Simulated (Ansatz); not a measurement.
**What (SiC)1(MgO)3 [0001] superlattice, started as wurtzite distorts into**

Aim: this structure of (SiC)1(MgO)3 [0001] superlattice, started as wurtzite is to be tested for unstable modes, and one is followed downhill.

Program: Ansatz 0.2.0. Level of theory: DFT PBEsol, scalar-relativistic, plane waves, PAW. Results are calculated unless marked as measured.

The structure was built from a prototype and need not be the compound's stable phase.

### 1. Starting point

It takes space group P3m1 (No. 156, trigonal). Conventional cell: a = 3.315 Å, b = 3.315 Å, c = 10.338 Å, α = 90.00°, β = 90.00°, γ = 120.00°. C has 1 Si at 1.70 Å and 3 Mg at 2.08 Å nearest. Mg has 1 O at 2.02 Å and 3 C at 2.08 Å nearest. Nearest to Mg lie 4 O at 1.97 to 2.01 Å. Nearest to Mg lie 4 O at 1.97 to 2.09 Å. Nearest to O lie 4 Mg at 1.97 to 2.02 Å. Nearest to O lie 4 Mg at 1.97 to 2.01 Å. Farther neighbours and most contacts between anions are not listed.

### 2. Zone-centre response

The cell comes from relaxations at this level that are not shown. The zone centre is the only wavevector solved here; it holds the modes that light can see, as far as symmetry allows. No field response is asked, since the mesh shows no gap.

Input file input.yaml:

```yaml
crystal:
  lattice:
    - [3.3151963347, 0.0, 0.0]
    - [-1.6575981673, 2.8710442444, 0.0]
    - [0.0, 0.0, 10.3376472504]
  atoms:
    - { symbol: C, position: [0.3333333333, 0.6666666667, 0.1757132718] }
    - { symbol: Mg, position: [0.6666666667, 0.3333333333, 0.2549953568] }
    - { symbol: Mg, position: [0.3333333333, 0.6666666667, 0.495321953] }
    - { symbol: Mg, position: [0.6666666667, 0.3333333333, 0.7348127706] }
    - { symbol: O, position: [0.6666666667, 0.3333333333, 0.4508227608] }
    - { symbol: O, position: [0.3333333333, 0.6666666667, 0.6900257389] }
    - { symbol: O, position: [0.6666666667, 0.3333333333, 0.9369077861] }
    - { symbol: Si, position: [0.3333333333, 0.6666666667, 0.0114003619] }
kpoints:
  mp_grid: { grid: [12, 12, 4] }
hamiltonian:
  xc: pbesol
scf:
  occupations: { method: methfessel_paxton, width: 0.2 }
output:
  eigenvalues: true
phonons:
  method: dfpt
```

The run is started by

```bash
$ ansatz run input.yaml --threads 4 --pin off --max-ram 14336MiB --backend cpu --events-out ev --progress --plain --runs-dir out
```

Numbers of over 12 decimals in the logs are rounded to 6 here.

Log:

```text
Engine: ansatz 0.2.0, x86_64-unknown-linux-gnu
Pseudopotentials: kind: paw
Pseudopotential: C, paw, valence charge 4, recommended cutoff 420 eV (normal), C.paw.azcp
Pseudopotential: Mg, paw, valence charge 10, recommended cutoff 420 eV (normal), Mg.paw.azcp
Pseudopotential: O, paw, valence charge 6, recommended cutoff 420 eV (normal), O.paw.azcp
Pseudopotential: Si, paw, valence charge 4, recommended cutoff 420 eV (normal), Si.paw.azcp
Functional definition: PBEsol
  exchange = pbesol_x
  correlation = pbesol_c
Crystal: 8 atoms, lattice volume = 98.395 Å³
Basis set: ecut = 420 eV, 1967 PW (Γ), exchange–correlation on 48×48×144 points (8 copies of the dense FFT grid, shifted against one another)
Bands: 36, of which v1, the nominal top of the filled ones, is band 28 counted from 1 (27 counted from 0)
Symmetry: 6 space group operations
k-points: 164 of 576 (irreducible under 2 space group operations, time reversal used)
Non-local potential: C, projectors of the file, l = 0: 2, l = 1: 2, l = 2: 1
Non-local potential: Mg, projectors of the file, l = 0: 3, l = 1: 2, l = 2: 1
Non-local potential: O, projectors of the file, l = 0: 2, l = 1: 2, l = 2: 1
Non-local potential: Si, projectors of the file, l = 0: 2, l = 1: 2, l = 2: 2
PAW form: soft (Blöchl's): semilocal exchange-correlation on the pseudo side does not see the compensation charge
PAW frozen core: C, regenerated for the run's functional, and the local potential with it (the file was generated under x = pbe(κ = 0.804, μ = 0.219515), c = pbe(β = 0.066725))
PAW frozen core: Mg, regenerated for the run's functional, and the local potential with it (the file was generated under x = pbe(κ = 0.804, μ = 0.219515), c = pbe(β = 0.066725))
PAW frozen core: O, regenerated for the run's functional, and the local potential with it (the file was generated under x = pbe(κ = 0.804, μ = 0.219515), c = pbe(β = 0.066725))
PAW frozen core: Si, regenerated for the run's functional, and the local potential with it (the file was generated under x = pbe(κ = 0.804, μ = 0.219515), c = pbe(β = 0.066725))
PAW one-centre angular grid: C, 110 points (default); XC on 64 Gauss nodes
PAW one-centre angular grid: Mg, 110 points (default); XC on 64 Gauss nodes
PAW one-centre angular grid: O, 110 points (default); XC on 64 Gauss nodes
PAW one-centre angular grid: Si, 110 points (default); XC on 64 Gauss nodes
Initial density: superposition of atomic densities (neutral atoms: chi_scale 0, normalization atom), corrected by the library's trained network
Initial wavefunctions: pseudopotential atomic-orbital guess
Functional: x = pbesol(κ = 0.804, μ = 0.123457), c = pbesol(β = 0.046)
SCF iter   1: F=—  HF=-8290.434079 eV  |F-HF|=—  |Δ(HF+E_count)|=         —  Δρ=1.49e-2  dr2=4.83e-1  ethr=1.77e-3  ⟨swp⟩=6.7  Hψ=26326  notcnv=0
preconditioner: auto → Kerker (q_TF=auto, 2.484 Å⁻¹)  [metal: Δε(μ)=0.078 eV  Ē_g=12.213 eV  σ=0.200 eV  W_gap=0.31  n_scr=26 (ndim 8)  ℏωp=21.2 eV  f_vac=0.007  D(μ)=1.65/eV (n_scr^D=4)]
SCF iter   2: F=—  HF=-8290.381822 eV  |F-HF|=—  |Δ(HF+E_count)|=   5.23e-2  S|Δr|=    0.00e0  Δρ=6.05e-3  dr2=1.79e-1  ethr=8.62e-4  ⟨swp⟩=1.0  Hψ=7216  notcnv=0
SCF iter   3: F=—  HF=-8290.361719 eV  |F-HF|=—  |Δ(HF+E_count)|=   2.01e-2  S|Δr|=    0.00e0  Δρ=1.97e-3  dr2=5.13e-2  ethr=3.19e-4  ⟨swp⟩=1.0  Hψ=5596  notcnv=0
SCF iter   4: F=—  HF=-8290.354171 eV  |F-HF|=—  |Δ(HF+E_count)|=   7.55e-3  S|Δr|=    0.00e0  Δρ=1.16e-3  dr2=2.06e-2  ethr=9.16e-5  ⟨swp⟩=1.0  Hψ=6459  notcnv=0  defer=37
SCF iter   5: F=—  HF=-8290.349706 eV  |F-HF|=—  |Δ(HF+E_count)|=   4.46e-3  S|Δr|=    0.00e0  Δρ=8.96e-4  dr2=6.50e-3  ethr=3.68e-5  ⟨swp⟩=1.0  Hψ=6317  notcnv=0  defer=101
SCF iter   6: F=—  HF=-8290.347942 eV  |F-HF|=—  |Δ(HF+E_count)|=   1.76e-3  S|Δr|=    0.00e0  Δρ=4.55e-4  dr2=1.54e-3  ethr=1.16e-5  ⟨swp⟩=2.6  Hψ=9815  notcnv=0  defer=108
SCF iter   7: F=—  HF=-8290.347594 eV  |F-HF|=—  |Δ(HF+E_count)|=   3.47e-4  S|Δr|=    0.00e0  Δρ=2.11e-4  dr2=2.60e-4  ethr=2.74e-6  ⟨swp⟩=2.2  Hψ=9656  notcnv=0  defer=108
SCF iter   8: F=—  HF=-8290.347548 eV  |F-HF|=—  |Δ(HF+E_count)|=   4.60e-5  S|Δr|=    0.00e0  Δρ=9.76e-5  dr2=5.65e-5  ethr=4.65e-7  ⟨swp⟩=2.0  Hψ=8063  notcnv=0  defer=175
SCF iter   9: F=—  HF=-8290.347545 eV  |F-HF|=—  |Δ(HF+E_count)|=   3.51e-6  S|Δr|=    0.00e0  Δρ=4.27e-5  dr2=1.74e-5  ethr=1.01e-7  ⟨swp⟩=1.0  Hψ=5649  notcnv=0  defer=187
SCF iter  10: F=—  HF=-8290.347542 eV  |F-HF|=—  |Δ(HF+E_count)|=   3.10e-6  S|Δr|=    0.00e0  Δρ=2.82e-5  dr2=4.81e-6  ethr=3.12e-8  ⟨swp⟩=2.4  Hψ=9641  notcnv=0  defer=191
SCF iter  11: F=—  HF=-8290.347541 eV  |F-HF|=—  |Δ(HF+E_count)|=   5.39e-7  S|Δr|=    0.00e0  Δρ=2.13e-5  dr2=1.34e-6  ethr=8.58e-9  ⟨swp⟩=2.7  Hψ=10530  notcnv=0  defer=221
SCF iter  12: F=—  HF=-8290.347541 eV  |F-HF|=—  |Δ(HF+E_count)|=   4.32e-7  S|Δr|=    0.00e0  Δρ=7.92e-6  dr2=1.82e-7  ethr=2.39e-9  ⟨swp⟩=2.6  Hψ=9285  notcnv=0  defer=221
SCF iter  13: F=—  HF=-8290.347541 eV  |F-HF|=—  |Δ(HF+E_count)|=   3.28e-9  S|Δr|=    0.00e0  Δρ=2.13e-6  dr2=6.44e-9  ethr=3.25e-10  ⟨swp⟩=2.0  Hψ=7157  notcnv=0  defer=224
SCF iter  14: F=—  HF=-8290.347541 eV  |F-HF|=—  |Δ(HF+E_count)|=   2.60e-9  S|Δr|=    0.00e0  Δρ=7.86e-7  dr2=9.89e-10  ethr=1.15e-11  ⟨swp⟩=2.0  Hψ=7788  notcnv=0  defer=224
SCF iter  15: F=—  HF=-8290.347541 eV  |F-HF|=—  |Δ(HF+E_count)|=  4.37e-11  S|Δr|=    0.00e0  Δρ=3.89e-7  dr2=2.31e-10  ethr=1.77e-12  ⟨swp⟩=2.0  Hψ=7594  notcnv=0  defer=224
SCF iter  16: F=—  HF=-8290.347541 eV  |F-HF|=—  |Δ(HF+E_count)|=  1.27e-11  S|Δr|=    0.00e0  Δρ=1.29e-7  dr2=6.73e-11  ethr=1.00e-12  ⟨swp⟩=2.0  Hψ=5734  notcnv=0  defer=224
SCF iter  17: F=—  HF=-8290.347541 eV  |F-HF|=—  |Δ(HF+E_count)|=  9.09e-12  S|Δr|=    0.00e0  Δρ=4.23e-8  dr2=1.70e-11  ethr=1.00e-12  ⟨swp⟩=1.0  Hψ=5556  notcnv=0  defer=224
SCF iter  18: F=-8290.347541 eV  HF=-8290.347541 eV  |F-HF|=3.64e-12  |Δ(HF+E_count)|=  1.82e-12  S|Δr|=    0.00e0  Δρ=2.23e-8  dr2=4.35e-12  ethr=1.00e-12  ⟨swp⟩=11.4  Hψ=28451  notcnv=0
SCF 1 converged in 18 iterations: F = -8290.347541 eV  dr2 = 4.35e-12
  greatest PAW one-centre occupation: 1.000 electrons in one spin orbital (limit 2), on the Mg atom at site 1 (counted from 0), in its partial waves of l = 0
DFPT response loops at Γ: preconditioner auto → Kerker (q_TF=auto, 2.484 Å⁻¹) (partly filled bands, converged f_vac=0.008); β = 1.00, the filter's whole step (`scf.mixing.beta` (0.50) is not read by the response loops under this deck's `scf.mixing.preconditioner`; to damp them name `kerker` or `kerker_dos`, under which they read `scf.mixing.beta`, and type it under 1.00, their step now; both keys bind the ground state too); Broyden in place of MSR1
SCF converged after 18 iterations
Stability not checked: this state was not tested for a lower state beside it, because cold or Methfessel-Paxton smearing, or corrected tetrahedra, fill the levels in a way that the test cannot read (fill_not_monotonic; see scf.lower_state_search)
Free energy (F): -8290.347541 eV
Harris-Foulkes:  -8290.347541 eV  (|F-HF|=3.64e-12)
Internal energy: -8290.347630 eV  (E = F + TS)
E sigma→0 (E₀):  -8290.347563 eV
Entropy (-TS):   0.000090 eV (0.011 meV/atom)
Fermi energy:    7.746998 eV
Step filling:    the computed levels leave a gap of 0.0000 eV = 0.0 smearing widths at the electron count; against every level under it full and every level over it empty, smearing changes F+E_penalty+E_count by -4.220 meV and its σ→0 estimate by -4.242 meV
--- Per-component energies (eV) ---
  E_band       = -1001.099211
  E_kinetic    = 886.033524
  E_local      = -6492.293584  (includes V_loc(G=0)·N_el)
  E_nonlocal   = 484.129101
  E_hartree    = 2406.684762
  E_xc         = -410.421226
  E_vxc        = -502.852496  (∫ρ·V_xc dr)
  E_paw        = -1890.960369  (= ΣΔE_a)
  E_vpaw       = -189.492626  (= ΣTr[D̂ρ^β])
  E_aug_tail   = 0.007277  (compensation charges beyond the density's cutoff)
  E_ewald      = -3273.862228
  E_core_change = 0.335112  (= ΣΔE_core)
  E_smearing   = 0.000090  (= −TS)
  E_closure    = -0.000000  (closes the sum)
  Σ components = -8290.347541   (vs F -8290.347541, Δ=0.00e0)
--- Band table (eV; the first three rows and the last of 164) ---
  k-point 0: bands = [... 24 lower, 4.2234, 4.7059, 5.8316, 8.1241, 8.1241, 9.3957, 11.0597, 12.9499, ... 4 higher]
  k-point 1: bands = [... 24 lower, 4.2236, 4.3458, 6.0642, 8.1242, 8.1242, 9.2485, 11.2238, 12.9496, ... 4 higher]
  k-point 2: bands = [... 24 lower, 4.2237, 4.2237, 6.2499, 8.1243, 8.1243, 9.1108, 11.3844, 12.9493, ... 4 higher]
  k-point 163: bands = [... 24 lower, 3.9062, 4.7928, 5.1972, 6.3175, 9.3810, 10.3223, 11.9197, 12.4113, ... 4 higher]
--- Phonons (Γ-DFPT): 16 representative perturbations + reference, on 164 of 576 k-points (Σ response iterations 48) ---
  k mesh reduced under 2 symmetry operations, with k and −k counted as one. Each operation leaves every solved perturbation unchanged. A smaller set is not used because it would not reduce the number of displacements times k-points to solve
  ASR residual: 2.228e-4 → 0.000e0 eV/Å²; symmetrization residual: 1.126e-5 eV/Å²
  ASR residual per site (eV/Å²): 1.25e-5 6.73e-5 8.88e-5 2.23e-4 5.85e-5 6.26e-5 1.08e-5 4.51e-5
  Γ frequencies (cm⁻¹): -307.15 -307.15 0.00 0.00 0.00 112.15 112.15 130.90 130.90 178.10 178.10 225.22 271.08 384.64 446.50 506.87 530.27 530.27 532.95 532.95 545.31 545.31 558.54 1009.44
  non-analytic LO–TO correction: not included (Born effective charges unavailable; polar crystals: no LO–TO splitting at Γ)
```

Elapsed: 2.4 min, on 4 threads of Intel Xeon Platinum 8488C (Sapphire Rapids), shared host; peak memory 1.9 GiB; 8.9 min of CPU time.

Numbers from this step:

* volume per atom: 12.30 Å³
* gap on the k-mesh: 0 eV
* sum-rule residual before enforcement: 2.23e-4 eV/Å²
* point group: 3m
* highest optical mode at the zone centre (no LO-TO term): 1009 cm⁻¹
* lowest optical zone-centre mode: -307.1 cm⁻¹

Patterns of degenerate modes are one choice out of their space. Modes at Γ, with each element's share of the kinetic energy (negative means imaginary):

| mode | frequency (cm⁻¹) | symmetry | C % | Mg % | O % | Si % |
| --- | --- | --- | --- | --- | --- | --- |
| 1 | -307.1 | E | 0 | 0 | 65 | 34 |
| 2 | -307.1 | E | 0 | 0 | 65 | 34 |
| 3 | 0.0 | acoustic | 7 | 45 | 30 | 17 |
| 4 | 0.0 | acoustic | 7 | 45 | 30 | 17 |
| 5 | 0.0 | acoustic | 7 | 45 | 30 | 17 |
| 6 | 112.2 | E | 0 | 23 | 38 | 39 |
| 7 | 112.2 | E | 0 | 23 | 38 | 39 |
| 8 | 130.9 | E | 17 | 62 | 15 | 6 |
| 9 | 130.9 | E | 17 | 62 | 15 | 6 |
| 10 | 178.1 | E | 7 | 61 | 29 | 3 |
| 11 | 178.1 | E | 7 | 61 | 29 | 3 |
| 12 | 225.2 | A1 | 12 | 40 | 16 | 32 |
| 13 | 271.1 | A1 | 0 | 64 | 34 | 2 |
| 14 | 384.6 | A1 | 1 | 70 | 23 | 7 |
| 15 | 446.5 | A1 | 2 | 29 | 54 | 15 |
| 16 | 506.9 | A1 | 1 | 21 | 76 | 2 |
| 17 | 530.3 | E | 0 | 37 | 63 | 0 |
| 18 | 530.3 | E | 0 | 37 | 63 | 0 |
| 19 | 533.0 | E | 2 | 39 | 60 | 0 |
| 20 | 533.0 | E | 2 | 39 | 60 | 0 |
| 21 | 545.3 | E | 66 | 32 | 2 | 0 |
| 22 | 545.3 | E | 66 | 32 | 2 | 0 |
| 23 | 558.5 | A1 | 0 | 29 | 68 | 3 |
| 24 | 1009.4 | A1 | 76 | 1 | 0 | 22 |

Displacements in mode 1 (-307.1 cm⁻¹), the largest set to 1:
```
C1  -0.10  0.00  0.00
Mg2 -0.05  0.00  0.00
Mg3  0.00  0.00  0.00
Mg4  0.05  0.00  0.00
O5   0.00  0.00  0.00
O6   0.04  0.00  0.00
O7   1.00  0.00  0.00
Si8 -0.55  0.00  0.00
```

Displacements in mode 11 (178.1 cm⁻¹), the largest set to 1:
```
C1  -0.66  0.01  0.00
Mg2 -0.67  0.01  0.00
Mg3  1.00 -0.01  0.00
Mg4 -0.73  0.01  0.00
O5   0.95 -0.01  0.00
O6  -0.66  0.01  0.00
O7   0.27  0.00  0.00
Si8  0.31  0.00  0.00
```

Before it was imposed, the acoustic sum rule was missed by 2.2e-4 eV/Å². Small misses are needed for a sound result but don't prove that mesh and cutoff are converged. The lowest optical mode is imaginary, 307.1i cm⁻¹, so the energy falls along it.

### 3. The mode frozen in, largest atomic shift 0 Å

The mode followed lies at Γ with frequency 307.2i cm⁻¹ and is 2-fold degenerate, the softest among the wavevectors solved. At small amplitude the distorted cell has space group no. 8 by a symmetry search on the positions. The undistorted cell that holds it gives the zero of energy on the same k mesh.

input.yaml, as its differences from that of step 2:

```diff
@@ -21,4 +21,4 @@
 output:
+  forces: true
+  stress: true
   eigenvalues: true
-phonons:
-  method: dfpt
```

Log:

```text
[...]
Crystal: 8 atoms, lattice volume = 98.395 Å³
Basis set: ecut = 420 eV, 1967 PW (Γ), exchange–correlation on 48×48×144 points (8 copies of the dense FFT grid, shifted against one another)
Bands: 36, of which v1, the nominal top of the filled ones, is band 28 counted from 1 (27 counted from 0)
Symmetry: 6 space group operations
[...]
k-points: 69 of 576 (time reversal used)
[...]
k-point 0: bands = [... 24 lower, 4.2234, 4.7059, 5.8315, 8.1241, 8.1241, 9.3957, 11.0597, 12.9499, ... 4 higher]
  k-point 1: bands = [... 24 lower, 4.2236, 4.3458, 6.0642, 8.1242, 8.1242, 9.2485, 11.2238, 12.9496, ... 4 higher]
  k-point 2: bands = [... 24 lower, 4.2238, 4.2238, 6.2499, 8.1243, 8.1243, 9.1108, 11.3844, 12.9492, ... 4 higher]
  k-point 68: bands = [... 24 lower, 3.9061, 4.9143, 5.1021, 5.6323, 9.9228, 10.5197, 12.3669, 12.3895, ... 4 higher]
[key lines of the parts left out:]
SCF converged after 13 iterations
Free energy (F): -8290.347541 eV
Fermi energy:    7.746969 eV
P = ⅓ Tr σ = 0.0002 GPa (0.002 kbar)
```

Run time: 4.2 s. Hardware: 4 threads; peak memory 0.54 GiB; 16 s of CPU time.

Numbers from this step:

- pressure: 2.43e-4 GPa
- energy from the undistorted cell: 0 meV/atom

The run ends at a pressure of 0.00 GPa, with forces up to 5.0e-4 eV/Å.

### 4. The mode frozen in, largest atomic shift 0.22 Å

The atoms are moved along the unstable eigenvector, the largest shift by 0.22 Å, with the cell fixed.

input.yaml, the sections that differ from step 3:

```yaml
crystal:
  lattice:
    - [3.3151963347, 0.0, 0.0]
    - [-1.6575981673, 2.8710442444, 0.0]
    - [0.0, 0.0, 10.3376472504]
  atoms:
    - { symbol: C, position: [0.3370616716, 0.6629383284, 0.1757132718] }
    - { symbol: Mg, position: [0.6684994307, 0.3315005693, 0.2549953568] }
    - { symbol: Mg, position: [0.3331712023, 0.6668287977, 0.495321953] }
    - { symbol: Mg, position: [0.6649159917, 0.3350840083, 0.7348127706] }
    - { symbol: O, position: [0.6666565715, 0.3333434285, 0.4508227608] }
    - { symbol: O, position: [0.3319354812, 0.6680645188, 0.6900257389] }
    - { symbol: O, position: [0.6283530809, 0.3716469191, 0.9369077861] }
    - { symbol: Si, position: [0.3544360272, 0.6455639728, 0.0114003619] }
# kpoints, hamiltonian, scf, output: as in step 3
```

Log:

```text
[...]
Crystal: 8 atoms, lattice volume = 98.395 Å³
Basis set: ecut = 420 eV, 1967 PW (Γ), exchange–correlation on 48×48×144 points (8 copies of the dense FFT grid, shifted against one another)
Bands: 36, of which v1, the nominal top of the filled ones, is band 28 counted from 1 (27 counted from 0)
Symmetry: 2 space group operations
[...]
k-points: 164 of 576 (time reversal used)
[...]
k-point 0: bands = [... 24 lower, 4.1755, 4.6422, 5.9360, 7.9982, 8.1782, 9.3619, 11.0090, 12.4086, ... 4 higher]
  k-point 1: bands = [... 24 lower, 4.1757, 4.3084, 6.1445, 7.9984, 8.1835, 9.2080, 11.1738, 12.4084, ... 4 higher]
  k-point 2: bands = [... 24 lower, 4.1728, 4.1758, 6.3190, 7.9985, 8.1907, 9.0623, 11.3342, 12.4083, ... 4 higher]
  k-point 163: bands = [... 24 lower, 3.9630, 4.5824, 4.7170, 7.3516, 8.8196, 10.8434, 11.6698, 12.0604, ... 4 higher]
[key lines of the parts left out:]
SCF converged after 13 iterations
Free energy (F): -8290.507110 eV
Fermi energy:    7.784503 eV
P = ⅓ Tr σ = 1.3704 GPa (13.704 kbar)
```

The job ended after 9.7 s (4 threads; peak memory 0.72 GiB; 38 s of CPU time).

Numbers from this step:

| Item | Value |
| --- | --- |
| pressure | 1.370 GPa |
| energy from the undistorted cell | -19.98 meV/atom |

The energy, extrapolated to zero smearing, is -19.98 meV/atom against the undistorted cell.

The run ends at a pressure of 1.37 GPa, with forces up to 0.73 eV/Å.

### 5. Energy along the mode, all amplitudes (two of the runs are shown above)

An imaginary frequency means negative curvature, so the energy should fall and then rise again as anharmonic terms take over.

This step gave:

| Quantity | Value |
| --- | --- |
| depth at the lowest point sampled | 19.98 meV/atom |
| largest atomic shift at that point | 0.22 Å |

Table of energy from the parent by largest shift of an atom, one sign:

| largest shift of an atom, one sign (Å) | energy from the parent (meV/atom) |
| --- | --- |
| 0.000 | 0 |
| 0.040 | -0.921 |
| 0.080 | -3.70 |
| 0.140 | -10.5 |
| 0.220 | -20.0 |
| 0.320 | -15.2 |
| 0.450 | 88.1 |

Displacement at unit largest shift by atom:

| atom | x (Å) | y (Å) | z (Å) | size |
| --- | --- | --- | --- | --- |
| C1 | 0.084 | -0.049 | 0.000 | 0.097 |
| Mg2 | 0.041 | -0.024 | 0.000 | 0.048 |
| Mg3 | -0.004 | 0.002 | 0.000 | 0.004 |
| Mg4 | -0.040 | 0.023 | 0.000 | 0.046 |
| O5 | 0.000 | 0.000 | 0.000 | 0.000 |
| O6 | -0.032 | 0.018 | 0.000 | 0.037 |
| O7 | -0.866 | 0.500 | 0.000 | 1.000 |
| Si8 | 0.477 | -0.275 | 0.000 | 0.551 |

The lowest of the steps tried is at 0.22 Å, 20.0 meV/atom below the parent; the bottom of the well need not coincide with a step.

(Part 1 of 3 ends here.)

[Logs are printed without paths, hosts, clocks, repeated set-up lines and the standing remarks that a program may print on its own settings, such as how far it seeks lower states.]

[Hosts, paths, dates, database ids (printed as entryN), source tags and the programs' standing remarks are cut or masked in the printed files.]
